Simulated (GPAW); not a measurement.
# Ta2NOS MXene monolayer in an electric field

Wanted: the out-of-plane polarisability of Ta2NOS MXene monolayer.

Method: GPAW, PAW setups; layer in a repeated cell with vacuum, relaxation of atoms and in-plane cell, in the first sound run; inputs show where later runs differ, in GPAW 26.7.0.

### 1. The structure

The cell holds 5 atoms: 1 S, 2 Ta, 1 N and 1 O. Its edges and angles: a = 3.155 Å, b = 3.155 Å, c = 23.533 Å, α = 90.0°, β = 90.0°, γ = 120.0°. Vacuum lies along c.

### 2. Relaxing the atoms

The atoms are relaxed first, since the surface dipole, and with it the work function, follows the positions of the outer layers.

Input file run.py:

```python
import json
import numpy as np
from ase import Atoms
from ase.filters import FrechetCellFilter
from ase.optimize import BFGS
from gpaw import GPAW, PW

slab = Atoms(
    ['S', 'Ta', 'N', 'Ta', 'O'],
    positions=[
        [-0.00000, 1.82130, 9.00000],
        [1.57729, 0.91065, 10.82737],
        [0.00000, 0.00000, 12.07208],
        [-0.00000, 1.82130, 13.31679],
        [1.57729, 0.91065, 14.53293]],
    cell=[[3.15458, 0.0, 0.0], [-1.57729, 2.73195, 0.0], [0.0, 0.0, 23.5329]],
    pbc=[True, True, True])

slab.calc = GPAW(mode=PW(600), xc='PBE', kpts={'size': (12, 12, 1), 'gamma': True},
                 occupations={'name': 'fermi-dirac', 'width': 0.05}, nbands='160%',
                 convergence={'density': 1e-05}, maxiter=200,
                 symmetry={'tolerance': 1e-3}, txt='slab.txt')
result = {}
# The in-plane cell is free; stress needs a cell that repeats along all three vectors
path = []
opt = BFGS(FrechetCellFilter(slab, mask=[1, 1, 0, 0, 0, 1]), maxstep=0.2)
opt.attach(lambda: path.append((slab.get_potential_energy(), slab.positions.tolist(), slab.get_forces().tolist())))
result['relaxed'] = bool(opt.run(fmax=0.02, steps=45))
result['path'] = path
result['cell'] = slab.cell.tolist()
print('in-plane lattice', slab.cell.cellpar().round(4)[[0, 1, 5]])
energy = slab.get_potential_energy()
fermi = slab.calc.get_fermi_level()
v = slab.calc.get_electrostatic_potential().mean((0, 1)) - fermi
n = slab.calc.get_pseudo_density().mean((0, 1))
L = slab.cell[2, 2]
z = np.arange(len(v)) * L / len(v)
low, high = slab.positions[:, 2].min(), slab.positions[:, 2].max()
below, above = np.interp([low - 6.8, high + 6.8], z, v)
slopes = [np.interp(x, z, np.gradient(v, z)) for x in (low - 6.8, high + 6.8)]
eps = np.array([[slab.calc.get_eigenvalues(k, s) for k in range(len(slab.calc.get_ibz_k_points()))]
                for s in range(slab.calc.get_number_of_spins())]) - fermi
top, bottom = eps[eps < 0].max(), eps[eps > 0].min()
dipole = slab.get_dipole_moment()[2]
print(f'energy {energy:.4f} eV, Fermi level {fermi:.4f} eV, dipole {dipole:.5f} e A')
print(f'potential 6.8 A off the faces, from the Fermi level: lower {below:.4f} eV, upper {above:.4f} eV')
print(f'slope of the potential there: lower {slopes[0]:.5f}, upper {slopes[1]:.5f} eV/A')
print(f'nearest levels on the mesh: {top:.4f} and {bottom:.4f} eV')
print('magnetic moment', round(slab.get_magnetic_moment(), 3))
result.update(energy=energy, fermi=fermi, dipole=dipole, below=below, above=above, slopes=slopes, edges=[top, bottom],
              z=z.tolist(), v=v.tolist(), n=n.tolist(), positions=slab.positions.tolist(),
              forces=slab.get_forces(apply_constraint=False).tolist(), moments=slab.get_magnetic_moments().tolist())
json.dump(result, open('result.json', 'w'))
```

Started as:

```console
$ OMP_NUM_THREADS=1 OPENBLAS_NUM_THREADS=1 python run.py
```

Log:

```text
Step          Energy          fmax
BFGS:    0      -43.709128        2.343981
BFGS:    1      -43.874289        1.744958
BFGS:    2      -44.047496        1.313298
BFGS:    3      -44.088300        1.068675
BFGS:    4      -44.158395        0.897078
BFGS:    5      -44.179145        0.405007
BFGS:    6      -44.198389        0.338344
BFGS:    7      -44.244881        0.370580
BFGS:    8      -44.256144        0.237876
BFGS:    9      -44.262530        0.071831
BFGS:   10      -44.263122        0.043866
BFGS:   11      -44.263386        0.027114
BFGS:   12      -44.263730        0.017723
in-plane lattice [  3.1887   3.1888 120.    ]
energy -44.2584 eV, Fermi level 0.0912 eV, dipole -0.00008 e A
potential 6.8 A off the faces, from the Fermi level: lower 5.0397 eV, upper 5.0393 eV
slope of the potential there: lower -0.00033, upper 0.00024 eV/A
nearest levels on the mesh: -0.0289 and 0.0540 eV
magnetic moment 0.0
```

Run time: 23 min. Hardware: 1 thread of Arm Neoverse V1, shared host; peak memory 0.51 GiB.

This step gave:

```yaml
dipole_along_the_normal: -7.66e-5 e·Å
levels_nearest_the_fermi_level_on_the_mesh: -0.02885, 0.05402 eV from the Fermi level
```

The electrostatic potential energy of an electron (without an applied field's), less the Fermi level, planar mean oscillates, so the rows of the table below give means over windows of 1 Å about each position, cut where the curve ends. Its maxima inside the range that stand out by 2 % of the span (Å: eV): 9.9: -6.25, 11.7: -9.29, 12.5: -11.9, 14.0: -11.9. Its minima: 9.2: -19.1, 10.9: -23.9, 12.1: -15.2, 13.2: -24.6, 14.2: -12.7.

Electrostatic potential energy of an electron (without an applied field's), less the Fermi level, planar mean against z; means over each step:

```
z (Å)  electrostatic potential energy of an electron (without an applied field's), less the Fermi level, planar mean (eV)
    0                                                                                                                5.04
    1                                                                                                                5.04
    2                                                                                                                5.04
    3                                                                                                                5.04
    4                                                                                                                5.04
    5                                                                                                                5.04
    6                                                                                                                5.04
    7                                                                                                                4.98
    8                                                                                                                3.55
    9                                                                                                               -11.3
   10                                                                                                               -9.67
   11                                                                                                               -19.5
   12                                                                                                               -12.1
   13                                                                                                               -19.6
   14                                                                                                               -13.2
   15                                                                                                                1.71
   16                                                                                                                4.95
   17                                                                                                                5.03
   18                                                                                                                5.04
   19                                                                                                                5.04
   20                                                                                                                5.04
   21                                                                                                                5.04
   22                                                                                                                5.04
   23                                                                                                                5.04
```

The pseudo valence density, planar mean oscillates, so the rows of the table below give means over windows of 1 Å about each position, cut where the curve ends. Its maxima inside the range that stand out by 2 % of the span (Å: e/Å³): 9.6: 0.508, 10.8: 1.31, 12.2: 0.767, 13.2: 1.35, 14.3: 0.896. Its minima: 9.9: 0.467, 11.5: 0.614, 12.6: 0.711, 13.8: 0.782.

Table of pseudo valence density, planar mean by z; means over each step:

```
z (Å)  pseudo valence density, planar mean (e/Å³)
    5                                      7.5e-6
    6                                      1.5e-4
    7                                     0.00346
    8                                      0.0811
    9                                       0.387
   10                                       0.541
   11                                        1.03
   12                                       0.708
   13                                        1.04
   14                                       0.854
   15                                       0.240
   16                                     0.00644
   17                                      1.9e-4
   18                                      7.1e-6
```

The relaxation lowered the energy of the cell by 0.556 eV (energies extrapolated to zero smearing; the optimiser's log prints free energies). The largest force left on a free atom is 0.018 eV/Å.

### 3. The slab's potential

With the geometry fixed, the planar mean of the potential gives the vacuum level on each side.

This step: GPAW, PAW setups; slab in vacuum (GPAW 26.7.0).

The cell differs from the one that the last finished run ended in (c 23.533 → 23.057 Å).

run.py: that of step 2 with these lines changed.

```diff
@@ -3,4 +3,2 @@
 from ase import Atoms
-from ase.filters import FrechetCellFilter
-from ase.optimize import BFGS
 from gpaw import GPAW, PW
@@ -10,23 +8,16 @@
     positions=[
-        [-0.00000, 1.82130, 9.00000],
-        [1.57729, 0.91065, 10.82737],
-        [0.00000, 0.00000, 12.07208],
-        [-0.00000, 1.82130, 13.31679],
-        [1.57729, 0.91065, 14.53293]],
-    cell=[[3.15458, 0.0, 0.0], [-1.57729, 2.73195, 0.0], [0.0, 0.0, 23.5329]],
-    pbc=[True, True, True])
+        [-0.00000, 1.84103, 9.00000],
+        [1.59437, 0.92051, 10.63163],
+        [0.00000, 0.00000, 11.88325],
+        [-0.00000, 1.84103, 13.00102],
+        [1.59437, 0.92051, 14.05696]],
+    cell=[[3.18875, 0.0, 0.0], [-1.59437, 2.76154, 0.0], [0.0, 0.0, 23.057]],
+    pbc=[True, True, False])
 
-slab.calc = GPAW(mode=PW(600), xc='PBE', kpts={'size': (12, 12, 1), 'gamma': True},
+slab.calc = GPAW(mode=PW(500), xc='PBE', kpts={'size': (12, 12, 1), 'gamma': True},
                  occupations={'name': 'fermi-dirac', 'width': 0.05}, nbands='160%',
                  convergence={'density': 1e-05}, maxiter=200,
+                 poissonsolver={'dipolelayer': 'xy'},
                  symmetry={'tolerance': 1e-3}, txt='slab.txt')
 result = {}
-# The in-plane cell is free; stress needs a cell that repeats along all three vectors
-path = []
-opt = BFGS(FrechetCellFilter(slab, mask=[1, 1, 0, 0, 0, 1]), maxstep=0.2)
-opt.attach(lambda: path.append((slab.get_potential_energy(), slab.positions.tolist(), slab.get_forces().tolist())))
-result['relaxed'] = bool(opt.run(fmax=0.02, steps=45))
-result['path'] = path
-result['cell'] = slab.cell.tolist()
-print('in-plane lattice', slab.cell.cellpar().round(4)[[0, 1, 5]])
 energy = slab.get_potential_energy()
```

Log:

```text
energy -43.4812 eV, Fermi level 0.2011 eV, dipole 0.00004 e A
potential 6.8 A off the faces, from the Fermi level: lower 5.0423 eV, upper 5.0349 eV
slope of the potential there: lower -0.00064, upper 0.00026 eV/A
nearest levels on the mesh: -0.0294 and 0.0556 eV
magnetic moment 0.0
```

Run time: 2 min. Hardware: 1 thread; peak memory 0.28 GiB.

Numbers from this step:

- dipole along the normal: 3.71e-5 e·Å
- levels nearest the Fermi level on the mesh: -0.02941, 0.05556 eV from the Fermi level
- upper work function: 5.035 eV
- lower work function: 5.042 eV

The electrostatic potential energy of an electron (without an applied field's), less the Fermi level, planar mean oscillates, so the rows of the table below give means over windows of 1 Å about each position, cut where the curve ends. Its maxima inside the range that stand out by 2 % of the span (Å: eV): 9.7: -6.25, 11.4: -9.33, 12.2: -12.0, 13.7: -11.8. Its minima: 9.0: -19.0, 10.7: -23.9, 11.9: -15.2, 13.0: -24.6, 13.9: -12.6.

The electrostatic potential energy of an electron (without an applied field's), less the Fermi level, planar mean by z; means over each step:

z (Å), electrostatic potential energy of an electron (without an applied field's), less the Fermi level, planar mean (eV) and a bar from the least value:
```
        0        5.0 ##############################
        1        5.0 ##############################
        2        5.0 ##############################
        3        5.0 ##############################
        4        5.0 ##############################
        5        5.0 ##############################
        6        5.0 ##############################
        7        4.9 ##############################
        8        1.9 ##########################
        9      -13.3 #########
       10      -11.9 ##########
       11      -17.1 ####
       12      -12.9 #########
       13      -20.7 
       14       -9.8 #############
       15        3.6 ############################
       16        5.0 ##############################
       17        5.0 ##############################
       18        5.0 ##############################
       19        5.0 ##############################
       20        5.0 ##############################
       21        5.0 ##############################
       22        5.0 ##############################
```

The pseudo valence density, planar mean oscillates, so the rows of the table below give means over windows of 1 Å about each position, cut where the curve ends. Its maxima inside the range that stand out by 2 % of the span (Å: e/Å³): 9.4: 0.506, 10.6: 1.31, 11.9: 0.762, 13.1: 1.33, 14.0: 0.900. Its minima: 9.8: 0.465, 11.3: 0.604, 12.3: 0.715, 13.6: 0.771.

Table of pseudo valence density, planar mean by z; means over each step:

```
z (Å)  pseudo valence density, planar mean (e/Å³)
    5                                      1.6e-5
    6                                      3.2e-4
    7                                     0.00747
    8                                       0.147
    9                                       0.433
   10                                       0.672
   11                                       0.926
   12                                       0.734
   13                                        1.09
   14                                       0.758
   15                                       0.116
   16                                     0.00288
   17                                      8.8e-5
```

The potential is flat to 6.4e-4 eV/Å where it is read, so the vacuum is wide enough.

### 4. Field on

A uniform field along the normal polarises the slab; the atoms stay fixed, so this is the electronic response alone.

run.py: that of step 3 with these lines changed.

```diff
@@ -4,2 +4,3 @@
 from gpaw import GPAW, PW
+from gpaw.external import ConstantElectricField
 
@@ -20,2 +21,3 @@
                  poissonsolver={'dipolelayer': 'xy'},
+                 external=ConstantElectricField(-0.2, [0, 0, 1]),
                  symmetry={'tolerance': 1e-3}, txt='slab.txt')
```

Log:

```text
energy -43.4874 eV, Fermi level 0.2352 eV, dipole -0.06304 e A
potential 6.8 A off the faces, from the Fermi level: lower 4.3426 eV, upper 5.6389 eV
slope of the potential there: lower -0.00064, upper 0.00026 eV/A
nearest levels on the mesh: -0.0295 and 0.0565 eV
magnetic moment 0.0
```

It took 7 min on 1 thread; peak memory 0.6 GiB.

Numbers from this step:

```
dipole along the normal                                         : -0.06304 e·Å
levels nearest the Fermi level on the mesh                      : -0.02945, 0.05653 eV from the Fermi level
potential below the slab, the applied field's own ramp left out : 4.343 eV from the Fermi level
potential above the slab, the applied field's own ramp left out : 5.639 eV from the Fermi level
```

The electrostatic potential energy of an electron (without an applied field's), less the Fermi level, planar mean oscillates, so the rows of the table below give means over windows of 1 Å about each position, cut where the curve ends. Its maxima inside the range that stand out by 2 % of the span (Å: eV): 9.7: -6.61, 11.4: -9.35, 12.2: -11.9, 13.7: -11.4. Its minima: 9.0: -19.5, 10.7: -24.1, 11.9: -15.2, 13.0: -24.3, 13.9: -12.2.

The electrostatic potential energy of an electron (without an applied field's), less the Fermi level, planar mean by z; means over each step:

z (Å), electrostatic potential energy of an electron (without an applied field's), less the Fermi level, planar mean (eV) and a bar from the least value:
```
        0        4.6 #############################
        1        4.3 #############################
        2        4.3 #############################
        3        4.3 #############################
        4        4.3 #############################
        5        4.3 #############################
        6        4.3 ############################
        7        4.2 ############################
        8        1.3 #########################
        9      -13.8 ########
       10      -12.2 #########
       11      -17.2 ####
       12      -12.9 #########
       13      -20.4 
       14       -9.4 #############
       15        4.2 ############################
       16        5.6 ##############################
       17        5.6 ##############################
       18        5.6 ##############################
       19        5.6 ##############################
       20        5.6 ##############################
       21        5.6 ##############################
       22        5.6 ##############################
```

Force by atom:

```
atom  x (eV/Å)  y (eV/Å)  z (eV/Å)    size
  S1    0.0000    0.0000   -0.0021  0.0021
 Ta2    0.0000    0.0001   -0.0041  0.0041
  N3   -0.0001    0.0000    0.0152  0.0152
 Ta4    0.0000    0.0000   -0.0592  0.0592
  O5    0.0001    0.0000    0.0463  0.0463
```

The dipole is now -0.0630 e Å, against 3.7e-5 in the run without a field.

(Continued in part 2 of 3.)

[Logs are printed without paths, hosts, clocks, repeated set-up lines and the standing remarks that a program may print on its own settings, such as how far it seeks lower states.]

[Hosts, paths, dates, database ids (printed as entryN), source tags and the programs' standing remarks are cut or masked in the printed files.]
